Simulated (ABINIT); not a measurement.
An input for ABINIT 10.8.3 (InP (F-43m)):

```
acell 3*1.0 Angstrom
rprim 
  -0.000000000000 2.930500000000 2.930500000000
  2.930500000000 -0.000000000000 2.930500000000
  2.930500000000 2.930500000000 -0.000000000000
ntypat 2
znucl 49 15
natom 2
typat 1 2
xred 
  0.000000000000 0.000000000000 0.000000000000
  0.250000000000 0.250000000000 0.250000000000
pp_dirpath "pseudos"
pseudos "In.upf, P.upf"
ecut 33
iscf -2
irdden 1
kptopt 0
nkpt 50
kpt 
  0.00000000 0.00000000 0.00000000
  -0.06250000 -0.06250000 0.00000000
  -0.12500000 -0.12500000 0.00000000
  -0.18750000 -0.18750000 0.00000000
  -0.25000000 -0.25000000 0.00000000
  -0.31250000 -0.31250000 0.00000000
  -0.37500000 -0.37500000 0.00000000
  -0.43750000 -0.43750000 0.00000000
  -0.50000000 -0.50000000 0.00000000
  -0.48437500 -0.48437500 0.03125000
  -0.46875000 -0.46875000 0.06250000
  -0.45312500 -0.45312500 0.09375000
  -0.43750000 -0.43750000 0.12500000
  -0.42187500 -0.42187500 0.15625000
  -0.40625000 -0.40625000 0.18750000
  -0.39062500 -0.39062500 0.21875000
  -0.37500000 -0.37500000 0.25000000
  -0.37500000 0.00000000 0.37500000
  -0.32812500 0.00000000 0.32812500
  -0.28125000 0.00000000 0.28125000
  -0.23437500 0.00000000 0.23437500
  -0.18750000 0.00000000 0.18750000
  -0.14062500 0.00000000 0.14062500
  -0.09375000 0.00000000 0.09375000
  -0.04687500 0.00000000 0.04687500
  0.00000000 0.00000000 0.00000000
  0.00000000 0.00000000 0.06250000
  0.00000000 0.00000000 0.12500000
  0.00000000 0.00000000 0.18750000
  0.00000000 0.00000000 0.25000000
  0.00000000 0.00000000 0.31250000
  0.00000000 0.00000000 0.37500000
  0.00000000 0.00000000 0.43750000
  -0.00000000 -0.00000000 0.50000000
  -0.06250000 -0.03125000 0.46875000
  -0.12500000 -0.06250000 0.43750000
  -0.18750000 -0.09375000 0.40625000
  -0.25000000 -0.12500000 0.37500000
  -0.31250000 -0.15625000 0.34375000
  -0.37500000 -0.18750000 0.31250000
  -0.43750000 -0.21875000 0.28125000
  -0.50000000 -0.25000000 0.25000000
  -0.50000000 -0.28125000 0.21875000
  -0.50000000 -0.31250000 0.18750000
  -0.50000000 -0.34375000 0.15625000
  -0.50000000 -0.37500000 0.12500000
  -0.50000000 -0.40625000 0.09375000
  -0.50000000 -0.43750000 0.06250000
  -0.50000000 -0.46875000 0.03125000
  -0.50000000 -0.50000000 0.00000000
istwfk *1
nband 20
nbdbuf 2
tolwfr 1e-08
nstep 40
prtwf 0
prtvol 0
indata_prefix "in"
outdata_prefix "out"
tmpdata_prefix "tmp"
```

The database entry behind the starting cell differs from later determinations by our own check (0.1 to 0.3 % short, probably kX units), so it need not match the best structure at ambient conditions.

```sh
OMP_NUM_THREADS=1 mpirun -n 4 abinit run.abi > log
```

Q: How long will it take on 4 MPI ranks of Arm Neoverse V1, shared host, and how much memory?

It took 17 s; on shared hardware allow 8.5 s to 34 s. Peak host memory was 0.35 GiB.

[Paths, hosts, dates, memory and timing lines, banners, echoed tables and standing remarks are left out of the program output.]

[Logs are printed without paths, hosts, clocks, repeated set-up lines and the standing remarks that a program may print on its own settings, such as how far it seeks lower states.]

[Runs of the session that timed out or met a known fault of the program may be left out.]

[Hosts, paths, dates, database ids (printed as entryN), source tags and the programs' standing remarks are cut or masked in the printed files.]

[G0W0 gaps are taken among the corrected bands and points alone; a level outside them can change the order at an edge.]

[Where Ansatz stands beside ABINIT at settings called matched, ABINIT's density can come from a denser mesh and the files from another edition; pairs whose starting gaps differed by over 0.03 eV were left out, so agreement reads better than it is.]
